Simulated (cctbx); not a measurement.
# Symmetry from intensities

Cell: a = 10.7990 Å, b = 10.7990 Å, c = 4.0730 Å, α = 90.00°, β = 90.00°, γ = 120.00°. Expected content of the cell: Lu2 In12 P7.

The data are simulated with cctbx, not measured: Mo Kα, λ = 0.71073 Å, to d = 0.7 Å, 70 % of the full sphere, strongest reflection 40000 counts, noise from counting, a 3 % proportional error and a noise floor of 15 counts (s.d.); no absorption.

Tests on the unmerged data give:

```text
3578 reflections to d = 0.701 A
centring   violations  <I/sigma> of those
    A       1443 of  1776     12.9
    B       1448 of  1786     12.8
    C       1435 of  1778     12.8
    I       1460 of  1795     12.8
    R       1956 of  2403     12.8
    F       2163 of  2670     12.8
Laue class    unique    Rint  (classes that these axes allow; Friedel mates merged)
P -1             2313   0.041
P 1 1 2/m        1396   0.043
P -3              847   0.046
P -3 1 m          464   0.475
P -3 m 1          487   0.475
P 6/m             480   0.048
P 6/m m m         292   0.477
space group    extra absences  I>4sigma  <I/sigma>
P 6                     0          0         -  acentric
P 63                    4          0       1.5  acentric
P -6                    0          0         -  acentric
P 6/m                   0          0         -  centric
P 63/m                  4          0       1.5  centric
Wilson B = 1.58 A^2   <|E^2-1|> = 0.746 (0.968 centric, 0.736 acentric)   E^2>4: 1.7 %
shell (A)         n   <I/sigma>
 9.35 - 1.40     68     39.8
 1.40 - 1.11     62     34.3
 1.11 - 0.97     56     34.4
 0.97 - 0.88     63     32.9
 0.88 - 0.82     52     27.3
 0.82 - 0.77     59     24.6
 0.77 - 0.73     61     20.3
 0.73 - 0.70     59     17.0
```

Q: Read the symmetry from these tables.

Every centring test has many violations, so the lattice is primitive.

Rint stays low (0.041 to 0.048) up to P 6/m and is 0.475 or more in the other classes.

5 settings pass the absence test. The most absences obeyed, 4, belong to P 63 and P 63/m, which absences can't tell apart.

⟨|E²−1|⟩ = 0.746 leans to a non-centrosymmetric structure. The Wilson B of 1.58 Å² means U ≈ 0.0200 Å².

The true group is P-6 (no. 174), Laue class 6/m, non-centrosymmetric. It passes the tests but isn't the first choice, because the arrangement of the atoms makes further classes of reflections very weak or absent.

The model was made for the exercise: a known structure type with other elements put in, its volume estimated, not relaxed; displacement parameters are assumed.

[Logs are printed without paths, hosts, clocks, repeated set-up lines and the standing remarks that a program may print on its own settings, such as how far it seeks lower states.]
